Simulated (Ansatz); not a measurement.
Rows from a G0W0 calculation on NaCaLaF6 (P3) (Ansatz 0.2.0; G0W0 on PBE with a share 0.35 of exact exchange, plane waves, PAW; PAW set soft_1; 3×3×4 mesh, 520 empty bands, screening to 150 eV, PAW set soft_1 files), in eV. Spin-orbit coupling is left out.

| row | k | band | start | Σx | Σc at the solution | Vxc |
| --- | --- | --- | --- | --- | --- | --- |
| A | Γ | v1 | 0.693 | -31.801 | 4.412 | -27.224 |
| B | Γ | c1 | 12.052 | -6.067 | -2.921 | -9.487 |
| C | Γ | v2 | 0.685 | -31.655 | 4.342 | -27.149 |
| D | Γ | c3 | 13.248 | -11.096 | -4.013 | -16.564 |
| E | Γ | c2 | 12.652 | -9.862 | -3.675 | -14.684 |

Give the quasiparticle energies and the shift of each level.

The quasiparticle equation reads E = start + Σx + Σc(E) − Vxc.

| row | E (eV) | shift (eV) |
| --- | --- | --- |
| A | 0.528 | −0.164 |
| B | 12.551 | +0.499 |
| C | 0.521 | −0.164 |
| D | 14.704 | +1.456 |
| E | 13.799 | +1.147 |

The gap over the computed points goes from 11.36 eV to 12.02 eV.

Limits: not at the basis limit; f levels unsure; no spin-orbit coupling; coarse k mesh.

[Runs of the session that timed out or met a known fault of the program may be left out.]

[Cells called generated may have been cut or substituted from an entry of the Crystallography Open Database or the Materials Project.]

[Hosts, paths, dates, database ids (printed as entryN), source tags and the programs' standing remarks are cut or masked in the printed files.]
